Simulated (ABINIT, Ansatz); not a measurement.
**A GW run on AlGaN2 (P-4m2) in ABINIT, with inputs changed**

Aim: change inputs of a GW run on AlGaN2 (P-4m2) and see what moves.

Main program and level: ABINIT 10.8.3; LDA and many-body steps on it, plane waves.

## 1. The starting structure

It takes space group P-4m2 (No. 115, tetragonal). The conventional cell has a = 3.141 Å, b = 3.141 Å, c = 4.424 Å, α = 90.00°, β = 90.00°, γ = 90.00°. Nearest to Al lie 4 N at 1.89 Å. Ga has 4 N at 1.95 Å nearest. Nearest to N lie 2 Al at 1.89 Å and 2 Ga at 1.95 Å. Farther neighbours and most contacts between anions are not listed.

The cell and positions are those that the Materials Project relaxed with its own functionals (PBE, PBE+U or r2SCAN), kept fixed.

## 2. Screening, 4×4×2 mesh, 45 bands, screening to 114.3 eV

This step: ABINIT 10.8.3; RPA screening on LDA, plane waves, norm-conserving pseudopotentials.

The RPA dielectric matrix is built and inverted for each q.

Contents of run.abi:

```
acell 3*1.0 Angstrom
rprim 
  3.140877048700 0.000000000000 0.000000000000
  0.000000000000 3.140877048700 0.000000000000
  0.000000000000 0.000000000000 4.423837940000
ntypat 3
znucl 13 31 7
natom 4
typat 1 2 3 3
xred 
  0.500000000000 0.500000000000 0.500000000000
  0.000000000000 0.000000000000 0.000000000000
  0.500000000000 0.000000000000 0.738264810000
  0.000000000000 0.500000000000 0.261735190000
pp_dirpath "pseudos"
pseudos "Al.upf, Ga.upf, N.upf"
ecut 45
ngkpt 4 4 2
nshiftk 1
shiftk 0 0 0
kptopt 1
chksymbreak 0
istwfk *1
occopt 1
irdwfk 1
optdriver 3
nband 45
ecuteps 4.2
inclvkb 2
awtr 1
symchi 1
indata_prefix "in"
outdata_prefix "out"
tmpdata_prefix "tmp"
```

Started as:

```sh
$ OMP_NUM_THREADS=1 mpirun -n 4 abinit run.abi > log
```

Output:

```text
.Version 10.8.3 of ABINIT. v10.8.2 released Aug 2026.

 Symmetries : space group P-4 m 2 (#115); Bravais tP (primitive tetrag.)
[... echo of the input left out ...]
== DATASET  1 ==================================================================
-   mpi_nproc: 4, omp_nthreads: 1 (-1 if OMP is not activated)

--- !DatasetInfo
iteration_state: {dtset: 1, }
dimensions: {natom: 4, nkpt: 12, mband: 45, nsppol: 1, nspinor: 1, nspden: 1, mpw: 4296, }
cutoff_energies: {ecut:  45.0, pawecutdg:  -1.0, }
electrons: {nelect:   3.40000000E+01, charge:   0.00000000E+00, occopt:   1.00000000E+00, tsmear:   1.00000000E-02, }

 SCREENING: Calculation of the susceptibility and dielectric matrices

 Based on a program developped by R.W. Godby, V. Olevano, G. Onida, and L. Reining.
 Incorporated in ABINIT by V. Olevano, G.-M. Rignanese, and M. Torrent.
.Using double precision arithmetic ; gwpc =  8

[... cell and pseudopotentials left out ...]
--------------------------------------------------------------------------------

 ==== K-mesh for the wavefunctions ====
 Number of points in the irreducible wedge :    12
[... list of points left out ...]
 Together with  8 symmetry operations and time-reversal symmetry
 yields    32 points in the full Brillouin Zone.

 ==== Q-mesh for the screening function ====
 Number of points in the irreducible wedge :    12
[... list of points left out ...]
 Together with  8 symmetry operations and time-reversal symmetry
 yields    32 points in the full Brillouin Zone.

 setmesh: FFT mesh size selected  =    24x   24x   36
          total number of points  =        20736

 vcoul_init : cutoff-mode = AUXILIARY_FUNCTION
 q-points for optical limit:   1
     1)      0.000010    0.000020    0.000030

- screening: taking advantage of time-reversal symmetry
- Maximum band index for partially occupied states nbvw = 17
- Remaining bands to be divided among processors   nbcw = 28
- Number of bands treated by each node ~7

 Number of electrons calculated from density =   34.0000; Expected =   34.0000
 average of density, n =  0.115447
 r_s =    1.2740
 omega_plasma =   32.7753 [eV]

 calculating chi0 at frequencies [eV] :
  1    0.000000E+00    0.000000E+00
  2    0.000000E+00    3.277527E+01

--------------------------------------------------------------------------------
  q-point number  1        q = ( 0.000000, 0.000000, 0.000000) [r.l.u.]
--------------------------------------------------------------------------------
[... chi0 elements left out ...]
 For q-point:  0.000010 0.000020 0.000030
  dielectric constant =   5.4358
  dielectric constant without local fields =   5.8815

  Average fulfillment of the sum rule on Im[epsilon] for q-point    1 :     26.23  [%]
[... wings left out ...]
  q-point number  2        q = ( 0.250000, 0.000000, 0.000000) [r.l.u.]
--------------------------------------------------------------------------------
[... chi0 elements left out ...]
  Average fulfillment of the sum rule on Im[epsilon] for q-point    2 :     36.89  [%]

 [... 10 further q-points ...]
```

Elapsed: 16 s, on 4 MPI ranks of Arm Neoverse V1, shared host; peak memory 0.73 GiB; 65 s of CPU time.

Numbers from this step:

```yaml
eps_infinity_with_local_fields_on_this_mesh_along_the_program_s_q_direction: 5.436
the_same_without_local_fields: 5.881
plasma_frequency: 32.78 eV
plane_waves_in_the_screening_matrix: 123
```

Local fields lower ε∞ by 8 %. On a Γ-centred mesh this coarse the value itself is usually too large, while a short band sum pulls it down.

## 3. Base

The self-energy is evaluated for the states that the input lists, and the levels follow from it, in one-shot runs by the linearised quasiparticle equation.

This step: G0W0 on LDA, plane waves, norm-conserving pseudopotentials.

run.abi: that of step 2 with these lines changed.

```diff
@@ -25,8 +25,15 @@
 irdwfk 1
-optdriver 3
+optdriver 4
 nband 45
+gwcalctyp 0
+ecutsigx 45
+symsigma 1
+nkptgw 1
+kptgw 
+  0.0000000000 0.0000000000 0.0000000000
+bdgw 
+  16 19
 ecuteps 4.2
-inclvkb 2
-awtr 1
-symchi 1
+irdscr 1
+ppmodel 1
 indata_prefix "in"
```

Output:

```text
.Version 10.8.3 of ABINIT. v10.8.2 released Aug 2026.

 Symmetries : space group P-4 m 2 (#115); Bravais tP (primitive tetrag.)
[... echo of the input left out ...]
== DATASET  1 ==================================================================
-   mpi_nproc: 4, omp_nthreads: 1 (-1 if OMP is not activated)

--- !DatasetInfo
iteration_state: {dtset: 1, }
dimensions: {natom: 4, nkpt: 12, mband: 45, nsppol: 1, nspinor: 1, nspden: 1, mpw: 4296, }
cutoff_energies: {ecut:  45.0, pawecutdg:  -1.0, }
electrons: {nelect:   3.40000000E+01, charge:   0.00000000E+00, occopt:   1.00000000E+00, tsmear:   1.00000000E-02, }

 SIGMA: Calculation of the GW corrections

 Based on a program developped by R.W. Godby, V. Olevano, G. Onida, and L. Reining.
 Incorporated in ABINIT by V. Olevano, G.-M. Rignanese, and M. Torrent.
.Using double precision arithmetic ; gwpc =  8

[... cell and pseudopotentials left out ...]
--------------------------------------------------------------------------------

 ==== K-mesh for the wavefunctions ====
 Number of points in the irreducible wedge :    12
[... list of points left out ...]
 Together with  8 symmetry operations and time-reversal symmetry
 yields    32 points in the full Brillouin Zone.

 ==== Q-mesh for screening function ====
 Number of points in the irreducible wedge :    12
[... list of points left out ...]
 Together with  8 symmetry operations and time-reversal symmetry
 yields    32 points in the full Brillouin Zone.

 vcoul_init : cutoff-mode = AUXILIARY_FUNCTION
 q-points for optical limit:   1
     1)      0.000010    0.000020    0.000030
 setmesh: FFT mesh size selected  =    36x   36x   54
          total number of points  =        69984

 Number of electrons calculated from density =   34.0000; Expected =   34.0000
 average of density, n =  0.115447
 r_s =    1.2740
 omega_plasma =   32.7753 [eV]

 === KS Band Gaps ===
  >>>> For spin  1
   Minimum direct gap =   2.8720 [eV], located at k-point      :   0.0000  0.0000  0.0000
   Fundamental gap    =   2.8720 [eV], Top of valence bands at :   0.0000  0.0000  0.0000
                                       Bottom of conduction at :   0.0000  0.0000  0.0000
 SIGMA fundamental parameters:
 PLASMON POLE MODEL  1
 number of plane-waves for SigmaX                 4201
 number of plane-waves for SigmaC and W            123
 number of plane-waves for wavefunctions          4201
 number of bands                                    45
 number of independent spin polarizations            1
 number of spinorial components                      1
 number of k-points in IBZ                          12
 number of q-points in IBZ                          12
 number of symmetry operations                       8
 number of k-points in BZ                           32
 number of q-points in BZ                           32
 number of frequencies for dSigma/dE                 9
 frequency step for dSigma/dE [eV]                0.25
 number of omega for Sigma on real axis              0
 max omega for Sigma on real axis  [eV]           0.00
 zcut for avoiding poles [eV]                     0.10

 EPSILON^-1 parameters (SCR file):
 dimension of the eps^-1 matrix on file            123
 dimension of the eps^-1 matrix used               123
 number of plane-waves for wavefunctions          4201
 number of bands                                    45
 number of q-points in IBZ                          12
 number of frequencies                               2
 number of real frequencies                          1
 number of imag frequencies                          1

 matrix elements of self-energy operator (all in [eV])

 Perturbative Calculation

--- !SelfEnergy_ee
iteration_state: {dtset: 1, }
kpoint     : [   0.000,    0.000,    0.000, ]
spin       : 1
KS_gap     :    2.872
QP_gap     :    4.179
Delta_QP_KS:    1.307
data: !SigmaeeData |
     Band     E0 <VxcDFT>   SigX SigC(E0)      Z dSigC/dE  Sig(E)    E-E0       E
       16   6.057 -17.927 -21.690   3.723   0.794  -0.259 -17.959  -0.032   6.024
       17   6.057 -17.927 -21.690   3.723   0.794  -0.259 -17.959  -0.032   6.024
       18   8.929 -13.963  -9.273  -3.134   0.819  -0.222 -12.689   1.274  10.203
       19   9.588 -11.842  -7.310  -3.275   0.835  -0.198 -10.792   1.050  10.637

== END DATASET(S) ==============================================================
================================================================================

 -outvars: echo values of variables after computation  --------
           etotal      0.0000000000E+00
            nband          45
             nkpt          12
          spgroup         115
 [... the other variables as echoed above ...]

 Calculation completed.
```

Elapsed: 4.1 s, on 4 MPI ranks; peak memory 0.37 GiB.

Numbers from this step:

```
G0W0 gap on the points computed              : 4.179 eV
starting gap on the mesh                     : 2.872 eV
k of the valence top                         : 0, 0, 0
k of the conduction bottom                   : 0, 0, 0
Z at the valence top                         : 0.794
Z at the conduction bottom                   : 0.819
least direct G0W0 gap on the computed points : 4.179 eV
```

The gap on the mesh goes from 2.87 eV to 4.18 eV, a correction of +1.31 eV.

## 4. Exchange cutoff

run.abi: that of step 3 with these lines changed.

```diff
@@ -28,3 +28,3 @@
 gwcalctyp 0
-ecutsigx 45
+ecutsigx 13.5
 symsigma 1
```

Output:

```text
.Version 10.8.3 of ABINIT. v10.8.2 released Aug 2026.

 Symmetries : space group P-4 m 2 (#115); Bravais tP (primitive tetrag.)
[... echo of the input left out ...]
== DATASET  1 ==================================================================
-   mpi_nproc: 4, omp_nthreads: 1 (-1 if OMP is not activated)

--- !DatasetInfo
iteration_state: {dtset: 1, }
dimensions: {natom: 4, nkpt: 12, mband: 45, nsppol: 1, nspinor: 1, nspden: 1, mpw: 4296, }
cutoff_energies: {ecut:  45.0, pawecutdg:  -1.0, }
electrons: {nelect:   3.40000000E+01, charge:   0.00000000E+00, occopt:   1.00000000E+00, tsmear:   1.00000000E-02, }

 SIGMA: Calculation of the GW corrections

 Based on a program developped by R.W. Godby, V. Olevano, G. Onida, and L. Reining.
 Incorporated in ABINIT by V. Olevano, G.-M. Rignanese, and M. Torrent.
.Using double precision arithmetic ; gwpc =  8

[... cell and pseudopotentials left out ...]
--------------------------------------------------------------------------------

 ==== K-mesh for the wavefunctions ====
 Number of points in the irreducible wedge :    12
[... list of points left out ...]
 Together with  8 symmetry operations and time-reversal symmetry
 yields    32 points in the full Brillouin Zone.

 ==== Q-mesh for screening function ====
 Number of points in the irreducible wedge :    12
[... list of points left out ...]
 Together with  8 symmetry operations and time-reversal symmetry
 yields    32 points in the full Brillouin Zone.

 vcoul_init : cutoff-mode = AUXILIARY_FUNCTION
 q-points for optical limit:   1
     1)      0.000010    0.000020    0.000030
 setmesh: FFT mesh size selected  =    27x   27x   40
          total number of points  =        29160

 Number of electrons calculated from density =   34.0000; Expected =   34.0000
[...]
number of k-points in IBZ                          12
 number of q-points in IBZ                          12
 number of symmetry operations                       8
 number of k-points in BZ                           32
 number of q-points in BZ                           32
 number of frequencies for dSigma/dE                 9
 frequency step for dSigma/dE [eV]                0.25
 number of omega for Sigma on real axis              0
 max omega for Sigma on real axis  [eV]           0.00
 zcut for avoiding poles [eV]                     0.10

 EPSILON^-1 parameters (SCR file):
 dimension of the eps^-1 matrix on file            123
 dimension of the eps^-1 matrix used               123
 number of plane-waves for wavefunctions          4201
 number of bands                                    45
 number of q-points in IBZ                          12
 number of frequencies                               2
 number of real frequencies                          1
 number of imag frequencies                          1

 matrix elements of self-energy operator (all in [eV])

 Perturbative Calculation

--- !SelfEnergy_ee
iteration_state: {dtset: 1, }
kpoint     : [   0.000,    0.000,    0.000, ]
spin       : 1
KS_gap     :    2.872
QP_gap     :    4.019
Delta_QP_KS:    1.147
data: !SigmaeeData |
     Band     E0 <VxcDFT>   SigX SigC(E0)      Z dSigC/dE  Sig(E)    E-E0       E
       16   6.057 -17.927 -21.322   3.723   0.794  -0.259 -17.667   0.260   6.317
       17   6.057 -17.927 -21.322   3.723   0.794  -0.259 -17.667   0.260   6.317
       18   8.929 -13.963  -9.110  -3.134   0.819  -0.222 -12.556   1.407  10.336
       19   9.588 -11.842  -6.921  -3.275   0.835  -0.198 -10.468   1.374  10.962

== END DATASET(S) ==============================================================
================================================================================

 -outvars: echo values of variables after computation  --------
           etotal      0.0000000000E+00
            nband          45
             nkpt          12
          spgroup         115
 [... the other variables as echoed above ...]

 Calculation completed.
```

Run time: 4 s. Hardware: 4 MPI ranks; peak memory 0.36 GiB; 16 s of CPU time.

Numbers from this step:

- G0W0 gap on the points computed: 4.019 eV
- starting gap on the mesh: 2.872 eV
- k of the valence top: 0, 0, 0
- k of the conduction bottom: 0, 0, 0
- Z at the valence top: 0.794
- Z at the conduction bottom: 0.819
- least direct G0W0 gap on the computed points: 4.019 eV

## 5. Another k mesh than the file's

run.abi: that of step 4 with these lines changed.

```diff
@@ -17,3 +17,3 @@
 ecut 45
-ngkpt 4 4 2
+ngkpt 5 5 3
 nshiftk 1
@@ -28,3 +28,3 @@
 gwcalctyp 0
-ecutsigx 13.5
+ecutsigx 45
 symsigma 1
```

Output:

```text
.Version 10.8.3 of ABINIT. v10.8.2 released Aug 2026.

 Symmetries : space group P-4 m 2 (#115); Bravais tP (primitive tetrag.)
================================================================================
 Values of the parameters that define the memory need of the present run
     intxc =       0    ionmov =       0      iscf =       7    lmnmax =       6
     lnmax =       6     mgfft =      54  mpssoang =       3    mqgrid =    3001
     natom =       4  nloc_mem =       1    nspden =       1   nspinor =       1
    nsppol =       1      nsym =       8    n1xccc =    2501    ntypat =       3
    occopt =       1   xclevel =       1
-    mband =          45        mffmem =           1         mkmem =           3
       mpw =        4262          nfft =       69984          nkpt =          12
================================================================================
  Rough estimation (10% accuracy) of disk space for files :
================================================================================

--------------------------------------------------------------------------------
------------- Echo of variables that govern the present computation ------------
--------------------------------------------------------------------------------
 -outvars: echo values of preprocessed input variables --------
            acell      1.8897261259E+00  1.8897261259E+00  1.8897261259E+00 Bohr

             bdgw          16      19
      chksymbreak           0
             ecut      4.50000000E+01 Hartree
          ecuteps      4.20000000E+00 Hartree
         ecutsigx      4.50000000E+01 Hartree
          ecutwfn      4.50000000E+01 Hartree
-          fftalg         312
           irdscr           1
           irdwfk           1

              ixc       -1012
[...]
R(1)=  5.9353974  0.0000000  0.0000000  G(1)=  0.1684807  0.0000000  0.0000000
 R(2)=  0.0000000  5.9353974  0.0000000  G(2)=  0.0000000  0.1684807  0.0000000
 R(3)=  0.0000000  0.0000000  8.3598421  G(3)=  0.0000000  0.0000000  0.1196195
 Unit cell volume ucvol=  2.9450840E+02 bohr^3
 Angles (23,13,12)=  9.00000000E+01  9.00000000E+01  9.00000000E+01 degrees

--- Pseudopotential description ------------------------------------------------
- Al Generated using ONCVPSP code by D. R. Hamann
- 13.00000   3.00000  180309                  znucl, zion, pspdat
12 -1012 2 -1 1854                            pspcod,pspxc,lmax,lloc,mmax
     nproj     2     2     2
  pspatm : epsatm=    0.57439143
         --- l  ekb(1:nproj) -->
[...]
pspatm: atomic psp has been read  and splines computed

- Ga Generated using ONCVPSP code by D. R. Hamann
- 31.00000  21.00000  180309                  znucl, zion, pspdat
12 -1012 2 -1 1858                            pspcod,pspxc,lmax,lloc,mmax
     nproj     2     2     2
  pspatm : epsatm=   21.89818218
         --- l  ekb(1:nproj) -->
[...]
pspatm: atomic psp has been read  and splines computed

- N Generated using ONCVPSP code by D. R. Hamann
-  7.00000   5.00000  180309                  znucl, zion, pspdat
12 -1012 1 -1 1058                            pspcod,pspxc,lmax,lloc,mmax
     nproj     2     2     0
  pspatm : epsatm=    5.30777321
         --- l  ekb(1:nproj) -->
             0    7.408032    0.617798
             1   -4.361519   -1.032581
 pspatm: atomic psp has been read  and splines computed

   1.12499608E+03                                ecore*ucvol(ha*bohr**3)
--------------------------------------------------------------------------------

--- !ERROR
message: |
    hdr%kptrlatt_orig: [4, 0, 0, 0, 4, 0, 0, 0, 2]
    dtset%kptrlatt_orig: [5, 0, 0, 0, 5, 0, 0, 0, 3]

--- !ERROR
message: |
    hdr%kptrlatt_orig: [4, 0, 0, 0, 4, 0, 0, 0, 2]
    dtset%kptrlatt_orig: [5, 0, 0, 0, 5, 0, 0, 0, 3]

--- from the log ---
hdr%kptrlatt_orig: [4, 0, 0, 0, 4, 0, 0, 0, 2]
    dtset%kptrlatt_orig: [5, 0, 0, 0, 5, 0, 0, 0, 3]
```

The job ended after 2.9 s (4 MPI ranks; peak memory 0.06 GiB; 12 s of CPU time).

The run stopped with an error after 2.9 s.

The program's words: hdr%kptrlatt_orig: [4, 0, 0, 0, 4, 0, 0, 0, 2] dtset%kptrlatt_orig: [5, 0, 0, 0, 5, 0, 0, 0, 3]

The fault put into this input: another k mesh than the file's.

## 6. Side by side

Times are wall times on 4 MPI ranks of Arm Neoverse V1, shared host, good to a factor of about two. A run's time includes the screening step that it read.

```
            run   mesh  bands  screening cutoff (eV)  DFT gap (eV)  gap on the mesh (eV)  direct (eV)  ε∞ used  time
           base  4×4×2     45                  114.3         2.872                 4.179        4.179     5.44  20 s
exchange cutoff  4×4×2     45                  114.3         2.872                 4.019        4.019     5.44  20 s
```

## 7. What came out

```json
{
 "base": "4.179 eV",
 "exchange cutoff": "4.019 eV",
 "known limits": "not at the basis limit; no spin-orbit coupling; coarse k mesh"
}
```

Exchange cutoff: −0.160 eV against base (keys changed: ecutsigx). Bands and cutoff are finite, so the gap is not at the basis limit. The miss can reach some tenths of an eV and take either sign; the mesh is an error of its own. In the first G0W0 run levels were corrected at 1 k point alone, so a gap called «on the mesh» is the least over those, and an edge elsewhere would be missed. The 4×4×2 mesh is coarse for this cell, which bears on the long-range parts of exchange and screening. The many-body steps are scalar-relativistic: spin-orbit coupling is not in them.

[Paths, hosts, dates, memory and timing lines, banners, echoed tables and standing remarks are left out of the program output.]

[Logs are printed without paths, hosts, clocks, repeated set-up lines and the standing remarks that a program may print on its own settings, such as how far it seeks lower states.]

[Runs of the session that timed out or met a known fault of the program may be left out.]

[No measured gap is set beside runs whose start may be inverted or whose files or cutoffs have a known fault.]

[Hosts, paths, dates, database ids (printed as entryN), source tags and the programs' standing remarks are cut or masked in the printed files.]

[G0W0 gaps are taken among the corrected bands and points alone; a level outside them can change the order at an edge.]

[Where Ansatz stands beside ABINIT at settings called matched, ABINIT's density can come from a denser mesh and the files from another edition; pairs whose starting gaps differed by over 0.03 eV were left out, so agreement reads better than it is.]
